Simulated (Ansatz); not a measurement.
# BaIBr (Pnma): how G0W0 depends on its starting point

How much of the starting functional survives in the G0W0 gap of BaIBr (Pnma)?

Main program and level: Ansatz 0.2.0; G0W0 on several functionals, plane waves, PAW.

In doubt: masses and optical values from hybrid runs of this build are listed as unsure (steps 3, 4), which bears on the screening that GW takes from such a start.

## 1. Set-up

It takes space group Pnma (No. 62, orthorhombic). The conventional cell has a = 8.814 Å, b = 5.124 Å, c = 10.192 Å, α = 90.00°, β = 90.00°, γ = 90.00°. Nearest to Ba lie 4 Br at 3.31 to 3.34 Å and 5 I at 3.67 to 3.76 Å. I has 5 Ba at 3.67 to 3.76 Å nearest. Nearest to Br lie 4 Ba at 3.31 to 3.34 Å. Farther neighbours and most contacts between anions are not listed.

The cell and positions are those that the Materials Project relaxed with its own functionals (PBE, PBE+U or r2SCAN), kept fixed. Spin-orbit coupling is left out unless a step names it. The default PAW set here is soft_2. Its files were made with PBE.

## 2. G0W0 on r2SCAN

Now the one-shot GW correction: screening in the RPA, then the self-energy of the levels asked for.

This step: G0W0 on r2SCAN, plane waves, PAW.

input.yaml reads:

```yaml
crystal:
  lattice:
    - [8.81446039, 0.0, 0.0]
    - [0.0, 5.12429103, 0.0]
    - [0.0, 0.0, 10.19167839]
  atoms:
    - { symbol: Ba, position: [0.72882454, 0.25, 0.37513703] }
    - { symbol: Ba, position: [0.27117546, 0.75, 0.62486297] }
    - { symbol: Ba, position: [0.77117546, 0.75, 0.87513703] }
    - { symbol: Ba, position: [0.22882454, 0.25, 0.12486297] }
    - { symbol: I, position: [0.47161056, 0.25, 0.83177655] }
    - { symbol: I, position: [0.52838944, 0.75, 0.16822345] }
    - { symbol: I, position: [0.02838944, 0.75, 0.33177655] }
    - { symbol: I, position: [0.97161056, 0.25, 0.66822345] }
    - { symbol: Br, position: [0.8564719, 0.25, 0.06668585] }
    - { symbol: Br, position: [0.1435281, 0.75, 0.93331415] }
    - { symbol: Br, position: [0.6435281, 0.75, 0.56668585] }
    - { symbol: Br, position: [0.3564719, 0.25, 0.43331415] }
kpoints:
  mp_grid: { grid: [2, 4, 2] }
hamiltonian:
  xc: r2scan
scf:
  occupations: { method: fixed }
gw:
  n_empty_bands: 638
  ecut_chi: 72
  qp_bands: [v2, c2]
  qp_kpoints: band_edges
  screening: { model: contour_deformation }
```

Launch:

```
$ ansatz run input.yaml --threads 32 --pin off --max-ram 129024MiB --backend cuda --events-out ev --progress --plain --runs-dir out --devices 1 --max-vram 157GiB
```

Numbers of over 12 decimals in the logs are rounded to 6 here.

Output:

```text
GPUs: using 1 of 1 available (devices: 1).
Engine: ansatz 0.2.0, aarch64-unknown-linux-gnu
Pseudopotentials: kind: paw
Pseudopotential: Ba, paw, valence charge 10, recommended cutoff 500 eV (meta_gga), Ba.paw.azcp
Pseudopotential: I, paw, valence charge 17, recommended cutoff 500 eV (meta_gga), I.paw.azcp
Pseudopotential: Br, paw, valence charge 7, recommended cutoff 500 eV (meta_gga), Br.paw.azcp
Functional definition: r2SCAN
  parameter k0 = 0.174
  parameter k1 = 0.065
  parameter a1 = 4.9479
  exchange = r2scan_x(k0 = k0, k1 = k1, a1 = a1)
  correlation = r2scan_c
device memory: the entry about to start is reckoned to put 10.8 GiB on a device that reports 182.5 GiB free (of which the cap on the GPU budget leaves the run 157.0 GiB)
GPU FFT provider: cuFFT
GPU libraries: cuBLAS 13.8.1, cuFFT 12.4.0, cuSOLVER 12.3.2
GPU matrix products: emulated (plane waves: as basis.precision tells), large ones in fixed point in workspaces of 1.00 GiB
Crystal: 12 atoms, lattice volume = 460.336 Å³
Basis set: ecut = 500 eV, 11719 PW (Γ), exchange–correlation on 288×160×300 points (64 copies of the dense FFT grid, shifted against one another)
Bands: 82, of which v1, the nominal top of the filled ones, is band 68 counted from 1 (67 counted from 0)
Symmetry: 8 space group operations
Space group: Pnma (ITA 62), of the structure as read, at distance tolerance 7.7e-5 Å
k-points: 12 of 16
Non-local potential: Ba, projectors of the file, l = 0: 3, l = 1: 2, l = 2: 2, l = 3: 2
Non-local potential: I, projectors of the file, l = 0: 2, l = 1: 2, l = 2: 2, l = 3: 2
Non-local potential: Br, projectors of the file, l = 0: 2, l = 1: 2, l = 2: 2
PAW form: soft (Blöchl's): semilocal exchange-correlation on the pseudo side does not see the compensation charge
PAW frozen core: Ba, regenerated for the run's functional (the file was generated under x = pbe(κ = 0.804, μ = 0.219515), c = pbe(β = 0.066725))
PAW frozen core: I, regenerated for the run's functional (the file was generated under x = pbe(κ = 0.804, μ = 0.219515), c = pbe(β = 0.066725))
PAW frozen core: Br, regenerated for the run's functional (the file was generated under x = pbe(κ = 0.804, μ = 0.219515), c = pbe(β = 0.066725))
PAW one-centre angular grid: Ba, 302 points (default); XC on 160 Gauss nodes
PAW one-centre angular grid: I, 590 points (default); XC on 160 Gauss nodes
PAW one-centre angular grid: Br, 302 points (default); XC on 160 Gauss nodes
Initial density: superposition of atomic densities (neutral atoms: chi_scale 0, normalization atom), corrected by the library's trained network
Initial wavefunctions: pseudopotential atomic-orbital guess
GPU buffer pool allocated for 216000 grid points (all kernels)
GPU transforms: local potential and band sums: pruned to the plane-wave sphere, on 72×40×75
Functional: x = r2scan, c = r2scan; τ floored in thin density (d = 2e-4 eV/Å³)
SCF iter   1: F=—  HF=-65169.539360 eV  |F-HF|=—  |Δ(HF+E_count)|=         —  Δρ=3.48e-3  dr2=1.01e-1  dr2_τ=2.06e-2  ethr=1.77e-3  ⟨swp⟩=8.4  Hψ=4063  notcnv=0  defer=134
preconditioner: auto → Resta (q_TF=auto, 2.227 Å⁻¹)  ε∞=2.8  [insulator: Δε(μ)=4.054 eV  Ē_g=12.101 eV  n_scr=82 (ndim 8)  ℏωp=16.2 eV  f_vac=0.008  ε∞_Penn≈2.8]
SCF iter   2: F=—  HF=-65169.668626 eV  |F-HF|=—  |Δ(HF+E_count)|=   1.29e-1  Δρ=1.60e-3  dr2=2.15e-2  dr2_τ=9.56e-4  ethr=7.42e-5  ⟨swp⟩=4.1  Hψ=1822  notcnv=0  defer=143
SCF iter   3: F=—  HF=-65169.664751 eV  |F-HF|=—  |Δ(HF+E_count)|=   3.87e-3  Δρ=3.88e-4  dr2=6.51e-4  dr2_τ=4.86e-5  ethr=1.58e-5  ⟨swp⟩=4.6  Hψ=1569  notcnv=0  defer=141
SCF iter   4: F=—  HF=-65169.665010 eV  |F-HF|=—  |Δ(HF+E_count)|=   2.58e-4  Δρ=8.37e-5  dr2=3.58e-5  dr2_τ=1.35e-6  ethr=4.79e-7  ⟨swp⟩=2.0  Hψ=1495  notcnv=0  defer=140
SCF iter   5: F=—  HF=-65169.665021 eV  |F-HF|=—  |Δ(HF+E_count)|=   1.15e-5  Δρ=1.94e-5  dr2=1.90e-6  dr2_τ=1.01e-7  ethr=2.64e-8  ⟨swp⟩=2.0  Hψ=1800  notcnv=0  defer=140
SCF iter   6: F=-65169.665023 eV  HF=-65169.665023 eV  |F-HF|=3.48e-8  |Δ(HF+E_count)|=   1.82e-6  Δρ=3.96e-6  dr2=5.81e-8  dr2_τ=1.15e-8  ethr=7.35e-11  ⟨swp⟩=17.5  Hψ=7176  notcnv=0
SCF 1 converged in 6 iterations: F = -65169.665023 eV  dr2 = 5.81e-8
  greatest PAW one-centre occupation: 0.999 electrons in one spin orbital (limit 2), on the I atom at site 5 (counted from 0), in its partial waves of l = 2
device memory: the entry about to start is reckoned to put 12.5 GiB (of the 13.3 GiB reckoned in all, the device holds 0.9 GiB already) on a device that reports 181.6 GiB free (of which the cap on the GPU budget leaves the run 156.1 GiB)
NSCF: frozen V_eff on 12 k-points
the band table was solved once the SCF had ended and its energy, with any forces and stress, was formed, with the checks that follow a solve (4415 applications of the Hamiltonian). They found nothing against the state; the energy, forces and stress were not computed again (output.eigenvalues in the input reference)
device memory: the entry about to start is reckoned to put 23.5 GiB on a device that reports 182.5 GiB free (of which the cap on the GPU budget leaves the run 157.0 GiB)
NSCF: frozen V_eff on 12 k-points
G₀W₀ screening: q 1/12
[... further progress lines ...]
SCF converged after 6 iterations
Free energy (F): -65169.665023 eV
Harris-Foulkes:  -65169.665023 eV  (|F-HF|=3.48e-8)
Internal energy: -65169.665023 eV  (E = F + TS)
E sigma→0 (E₀):  -65169.665023 eV
Fermi energy:    4.736177 eV
--- Per-component energies (eV) ---
  E_band       = -1887.109247
  E_kinetic    = 1964.438798
  E_local      = -10540.578872  (includes V_loc(G=0)·N_el)
  E_nonlocal   = 141.201732
  E_hartree    = 4987.073610
  E_xc         = -2119.957078
  E_vxc        = -1611.832117  (∫ρ·V_xc dr)
  E_paw        = -49444.051465  (= ΣΔE_a)
  E_vpaw       = -1898.474468  (= ΣTr[D̂ρ^β])
  E_aug_tail   = -0.000124  (compensation charges beyond the density's cutoff)
  E_vtau       = 84.003670  (kinetic-family band-sum trace: ∫τ·v_τ [+ j·A + Jᵃ·Aᵃ] dr)
  E_ewald      = -10157.732725
  E_core_change = -0.058899  (= ΣΔE_core)
  E_smearing   = -0.000000  (= −TS)
  E_closure    = -0.000000  (closes the sum)
  Σ components = -65169.665023   (vs F -65169.665023, Δ=0.00e0)
--- Band table (eV; the first three rows and the last of 12) ---
[... rows of the band table ...]
--- G₀W₀: contour deformation, 6 samples at zero and on the imaginary axis and 1 off it, 16 q-points, 638 empty bands' worth ---
  eigenvalues of the whole cell's RPA ε∞ on this k-mesh (on a slab, of 1 + 4πα/V) = 3.3749, 3.3752, 3.3756; static W/v taken at q = 0 is 0.296271
  bands read: the sum over 706 bands ends inside a degenerate multiplet in 2 slots, whose members it reads at an even weight; the widest, k=10: bands 705 to 708 (counted from 1) at 2/4 each
  gw.qp_kpoints: band_edges: 12 of 12 stored k-points solved, in 1 pass; an edge of the gap read off the rows below is read off those points alone
    ik  band        ε_KS         Σx   Σc(E_QP)       V_xc       Z   E_QP_lin       E_QP  E_QP is
     0    67      4.5995   -18.2944     1.9886   -15.4943  0.8071     3.7807     3.7879  root
     0    68      4.7362   -18.0759     1.9190   -15.3440  0.8081     3.9161     3.9233  root
     0    69      8.7285    -5.0762    -3.3447    -8.9750  0.8376     9.2854     9.2827  root
     0    70      9.3709    -5.5688    -3.4624    -9.6491  0.8341     9.9925     9.9889  root
     1    67      4.4807   -18.1844     2.0079   -15.3511  0.8062     3.6476     3.6552  root
     1    68      4.4807   -18.1844     2.0079   -15.3511  0.8062     3.6476     3.6552  root
     1    69      9.2005    -5.4348    -3.4436    -9.4909  0.8338     9.8167     9.8131  root
     1    70      9.2005    -5.4348    -3.4436    -9.4909  0.8338     9.8167     9.8131  root
     2    67      4.3616   -17.7989     1.9815   -14.9671  0.8056     3.5031     3.5114  root
     2    68      4.5312   -17.6585     1.9261   -14.8852  0.8064     3.6758     3.6839  root
     2    69      9.3029    -5.4501    -3.4725    -9.5480  0.8339     9.9320     9.9282  root
     2    70      9.7584    -5.8658    -3.6172   -10.1718  0.8301    10.4521    10.4472  root
     3    67      4.5443   -17.9468     1.9475   -15.1695  0.8069     3.7068     3.7145  root
     3    68      4.5443   -17.9468     1.9475   -15.1695  0.8069     3.7068     3.7145  root
     3    69      9.6624    -5.7065    -3.5593    -9.9295  0.8311    10.3305    10.3261  root
     3    70      9.6624    -5.7065    -3.5593    -9.9295  0.8311    10.3305    10.3261  root
     4    67      4.3222   -17.9444     2.0478   -15.0419  0.8042     3.4591     3.4676  root
     4    68      4.3222   -17.9444     2.0478   -15.0419  0.8042     3.4591     3.4676  root
     4    69      9.9953    -6.1418    -3.5925   -10.4080  0.8302    10.6736    10.6690  root
     4    70      9.9953    -6.1418    -3.5925   -10.4080  0.8302    10.6736    10.6690  root
     5    67      4.4593   -17.6795     1.9404   -14.8920  0.8059     3.6040     3.6121  root
     5    68      4.4593   -17.6795     1.9404   -14.8920  0.8059     3.6040     3.6121  root
     5    69     10.0060    -6.0123    -3.5898   -10.3027  0.8310    10.7115    10.7065  root
     5    70     10.0060    -6.0123    -3.5898   -10.3027  0.8310    10.7115    10.7065  root
[...]
10    67      4.3158   -17.7820     2.0036   -14.9229  0.8048     3.4519     3.4603  root
    10    68      4.3158   -17.7820     2.0036   -14.9229  0.8048     3.4519     3.4603  root
    10    69     10.2129    -6.2372    -3.6642   -10.6210  0.8281    10.9379    10.9324  root
    10    70     10.2129    -6.2372    -3.6642   -10.6210  0.8281    10.9379    10.9324  root
    11    67      4.3556   -17.7726     1.9898   -14.9308  0.8052     3.4953     3.5036  root
    11    68      4.3556   -17.7726     1.9898   -14.9308  0.8052     3.4953     3.5036  root
    11    69     10.3159    -6.2493    -3.6774   -10.6664  0.8271    11.0615    11.0556  root
    11    70     10.3159    -6.2493    -3.6774   -10.6664  0.8271    11.0615    11.0556  root
```

Run time: 18 s. Hardware: 1 × NVIDIA GB200 with 32 threads of Arm Neoverse V2, shared host; peak memory 6.5 GiB; 70 s of CPU time.

In the SCF lines HF is the Harris–Foulkes energy and dr2 the Hartree energy of the density residual, in eV; the loop may stop once dr2 is under the threshold and the program's other checks hold. Hψ counts applications of the Hamiltonian.

Numbers from this step:

| Quantity | Value |
| --- | --- |
| bands summed | 706 |
| RPA ε∞ on this mesh (eigenvalues) | 3.375, 3.375, 3.376 |
| plane waves in the screening matrix | 629 |
| q-points in the mesh | 16 |
| G0W0 gap on the mesh | 5.359 eV |
| k of the valence top | 0, 0, 0 |
| k of the conduction bottom | 0, 0, 0 |
| starting gap on the mesh | 3.992 eV |
| Z at the valence top | 0.8081 |
| Z at the conduction bottom | 0.8376 |
| least direct G0W0 gap on the computed points | 5.359 eV |

The gap on the mesh goes from 3.99 eV to 5.36 eV, a correction of +1.37 eV. Between the two edge states, bare exchange in place of the xc potential would open the gap by 6.63 eV, and correlation takes back 5.26 eV.

## 3. G0W0 on HSE06

The same correction from a different start measures what one shot leaves open.

This step: G0W0 on HSE06, plane waves, PAW.

input.yaml, as its differences from that of step 2:

```diff
@@ -21,3 +21,3 @@
 hamiltonian:
-  xc: r2scan
+  xc: hse06
 scf:
```

Output:

```text
GPUs: using 1 of 1 available (devices: 1).
[...]
davidson cushion auto → on  (no smearing: the cushion is to keep the highest requested band from converging to the state above it; pin scf.eigensolver.cushion to override)
[...]
Crystal: 12 atoms, lattice volume = 460.336 Å³
Basis set: ecut = 420 eV, 8947 PW (Γ)
Bands: 82, of which v1, the nominal top of the filled ones, is band 68 counted from 1 (67 counted from 0)
[... 1 set-up line as in the run before ...]
[...]
k-points: 12 of 16
[...]
SCF iter   1: F=—  HF=-65007.253734 eV  |F-HF|=—  |Δ(HF+E_count)|=         —  Δρ=1.10e-3  dr2=5.13e-3  ethr=1.77e-3  ⟨swp⟩=15.2  Hψ=5633  notcnv=0
[...]
SCF iter   2: F=-65007.263819 eV  HF=-65007.262540 eV  |F-HF|=1.28e-3  |Δ(HF+E_count)|=   8.81e-3  Δρ=5.19e-4  dr2=7.49e-4  ethr=3.77e-6  ⟨swp⟩=10.0  Hψ=4274  notcnv=0  defer=8
SCF 1 stopped early in 2 iterations: F = -65007.263819 eV  dr2 = 7.49e-4
[...]
Exchange kernel: α = 0.2500, screened, ω = 0.2079 Å⁻¹, Wigner–Seitz truncation, v(0) = 1044.2546 eV·Å³, q-mesh 2×4×2, nearest image of the exchange supercell L = 17.63 Å, pair-density grid 48×30×54, without the augmentation charges, whose exchange is taken in its separable form by FFT convolution over the k-point mesh (sized by the pseudopotential files, 60×36×72 at the most), smooth part of the exact exchange by density-matrix convolution in up to 11.70 GiB of GPU memory as planned if the GPU has room (build and FFT work areas not counted)
Frozen-core exchange: fock
SCF iter   1: F=—  HF=-65054.401984 eV  |F-HF|=—  |Δ(HF+E_count)|=         —  Δρ=2.62e-3  dr2=5.11e-2  ethr=5.51e-6  ⟨swp⟩=9.7  Hψ=5563  notcnv=0
[...]
hybrid outer 1: dexx = +2.524e-2 eV, tail = 6.40e-5 eV
[...]
SCF 3 converged in 3 iterations: F = -65054.405318 eV  dr2 = 7.89e-8
hybrid outer 2: dexx = +1.091e-6 eV, tail = 1.83e-7 eV, Δε = 2.40e-3 eV (about 1.33e-4 eV left of the loop's levels)
[...]
guard bands above this table: 8 of the run's 82 bands. The solve was not asked for them (output.publish_guard_bands: true or output.eigenvalues: true publishes all)
[...]
0    67      4.2091   -18.2478     1.8583   -15.8551  0.8185     3.6720     3.6747  root
     0    68      4.3546   -18.0452     1.7940   -15.7172  0.8193     3.8180     3.8206  root
     0    69      8.8605    -4.8720    -3.2767    -8.6046  0.8470     9.3180     9.3164  root
     0    70      9.5007    -5.3463    -3.3837    -9.2540  0.8440    10.0269    10.0246  root
     1    67      4.0853   -18.1210     1.8723   -15.7019  0.8177     3.5357     3.5386  root
     1    68      4.0853   -18.1210     1.8723   -15.7019  0.8177     3.5357     3.5386  root
     1    69      9.3469    -5.2087    -3.3677    -9.0796  0.8436     9.8523     9.8502  root
     1    70      9.3469    -5.2087    -3.3677    -9.0796  0.8436     9.8523     9.8502  root
[...]
11    67      3.9547   -17.7008     1.8540   -15.2761  0.8167     3.3809     3.3841  root
    11    68      3.9547   -17.7008     1.8540   -15.2761  0.8167     3.3809     3.3841  root
    11    69     10.4530    -5.9744    -3.5631   -10.1616  0.8385    11.0806    11.0770  root
    11    70     10.4530    -5.9744    -3.5631   -10.1616  0.8385    11.0806    11.0770  root
```

Wall time 67 s (1 × NVIDIA GB200 with 32 threads); peak memory 4.4 GiB.

This step gave:

```yaml
bands_summed: 706
rpa_eps_infinity_on_this_mesh_eigenvalues: 3.214, 3.217, 3.218
plane_waves_in_the_screening_matrix: 629
q_points_in_the_mesh: 16
g0w0_gap_on_the_mesh: 5.496 eV
k_of_the_valence_top: 0, 0, 0
k_of_the_conduction_bottom: 0, 0, 0
starting_gap_on_the_mesh: 4.506 eV
z_at_the_valence_top: 0.8193
z_at_the_conduction_bottom: 0.8470
least_direct_g0w0_gap_on_the_computed_points: 5.496 eV
```

Against the run with 2×4×2 mesh, 638 empty bands, screening to 72 eV on r2SCAN, the gap moves by +0.14 eV, while the start moved by +0.51 eV.

## 4. G0W0 on PBE0

This step: G0W0 on PBE0, plane waves, PAW.

input.yaml, as its differences from that of step 3:

```diff
@@ -21,3 +21,3 @@
 hamiltonian:
-  xc: hse06
+  xc: pbe0
 scf:
```

Output:

```text
GPUs: using 1 of 1 available (devices: 1).
[...]
Crystal: 12 atoms, lattice volume = 460.336 Å³
Basis set: ecut = 420 eV, 8947 PW (Γ)
Bands: 82, of which v1, the nominal top of the filled ones, is band 68 counted from 1 (67 counted from 0)
[... 1 set-up line as in the run before ...]
[...]
k-points: 12 of 16
[...]
1    68      3.7136   -18.1178     1.7655   -16.0642  0.8296     3.4248     3.4254  root
     1    69      9.6850    -5.1818    -3.2582    -8.7042  0.8535     9.9497     9.9492  root
     1    70      9.6850    -5.1818    -3.2582    -8.7042  0.8535     9.9497     9.9492  root
[...]
11    67      3.5787   -17.7056     1.7477   -15.6489  0.8288     3.2689     3.2696  root
    11    68      3.5787   -17.7056     1.7477   -15.6489  0.8288     3.2689     3.2696  root
    11    69     10.8037    -5.9495    -3.4412    -9.7720  0.8489    11.1861    11.1849  root
    11    70     10.8037    -5.9495    -3.4412    -9.7720  0.8489    11.1861    11.1849  root
```

Wall time 67 s (1 × NVIDIA GB200 with 32 threads); peak memory 4.4 GiB; 3.9 min of CPU time.

Numbers from this step:

```yaml
bands_summed: 706
rpa_eps_infinity_on_this_mesh_eigenvalues: 3.050, 3.052, 3.053
plane_waves_in_the_screening_matrix: 629
g0w0_gap_on_the_mesh: 5.700 eV
k_of_the_valence_top: 0, 0, 0
k_of_the_conduction_bottom: 0, 0, 0
starting_gap_on_the_mesh: 5.206 eV
least_direct_g0w0_gap_on_the_computed_points: 5.700 eV
```

Against the run with 2×4×2 mesh, 638 empty bands, screening to 72 eV on HSE06, the gap moves by +0.20 eV, while the start moved by +0.70 eV.

## 5. The starts together

All on the 2×4×2 mesh with 638 empty bands and screening to 72 eV. Times are wall times on 1 × NVIDIA GB200 with 32 threads of Arm Neoverse V2, shared host, good to a factor of about two.

| start | starting gap (eV) | shift (eV) | G0W0 gap (eV) | RPA ε∞ (harmonic mean) | Z (valence, conduction) | time |
| --- | --- | --- | --- | --- | --- | --- |
| r2SCAN | 3.99 | +1.37 | 5.36 | 3.38 | 0.81, 0.84 | 18 s |
| HSE06 | 4.51 | +0.99 | 5.50 | 3.22 | 0.82, 0.85 | 67 s |
| PBE0 | 5.21 | +0.49 | 5.70 | 3.05 | 0.83, 0.86 | 67 s |

How the two edges are built up, in eV (the quasiparticle level is the starting level plus Σx plus Σc less Vxc):

| run | edge | start | Σx | Σc | Vxc | Z | QP |
| --- | --- | --- | --- | --- | --- | --- | --- |
| r2SCAN | valence top | 4.74 | -18.08 | 1.92 | -15.34 | 0.81 | 3.92 |
| r2SCAN | conduction bottom | 8.73 | -5.08 | -3.34 | -8.97 | 0.84 | 9.28 |
| HSE06 | valence top | 4.35 | -18.05 | 1.79 | -15.72 | 0.82 | 3.82 |
| HSE06 | conduction bottom | 8.86 | -4.87 | -3.28 | -8.60 | 0.85 | 9.32 |
| PBE0 | valence top | 3.99 | -18.04 | 1.69 | -16.08 | 0.83 | 3.71 |
| PBE0 | conduction bottom | 9.19 | -4.85 | -3.17 | -8.24 | 0.86 | 9.41 |

For a hybrid start, Vxc holds its share of exact exchange.

## 6. Summary of results

| Quantity | Value |
| --- | --- |
| G0W0@r2SCAN | 5.36 eV (start 3.99 eV) |
| G0W0@HSE06 | 5.50 eV (start 4.51 eV) |
| G0W0@PBE0 | 5.70 eV (start 5.21 eV) |
| known limits | not at the basis limit; no spin-orbit coupling |

What this shows: The starting gaps span 1.21 eV and the G0W0 gaps 0.34 eV. Between r2SCAN and PBE0, 0.34 eV of the 1.21 eV survives, 28 %. PBE0 screens less than r2SCAN (ε∞ 3.05 against 3.38). Of the 0.34 eV by which its G0W0 gap is higher, the correlation part gives +0.40 eV, and exchange with the one-particle terms, which follow the orbitals, −0.06 eV. The smallest correction, +0.49 eV, is on PBE0, the start nearest to reproducing itself. Bands and cutoff are finite, so the gap is not at the basis limit. The miss can reach some tenths of an eV and take either sign; the mesh is an error of its own. The many-body steps are scalar-relativistic: spin-orbit coupling is not in them.

[Paths, hosts, dates, memory and timing lines, banners, echoed tables and standing remarks are left out of the program output.]

[Logs are printed without paths, hosts, clocks, repeated set-up lines and the standing remarks that a program may print on its own settings, such as how far it seeks lower states.]

[Runs of the session that timed out or met a known fault of the program may be left out.]

[Cells called generated may have been cut or substituted from an entry of the Crystallography Open Database or the Materials Project.]

[Hosts, paths, dates, database ids (printed as entryN), source tags and the programs' standing remarks are cut or masked in the printed files.]
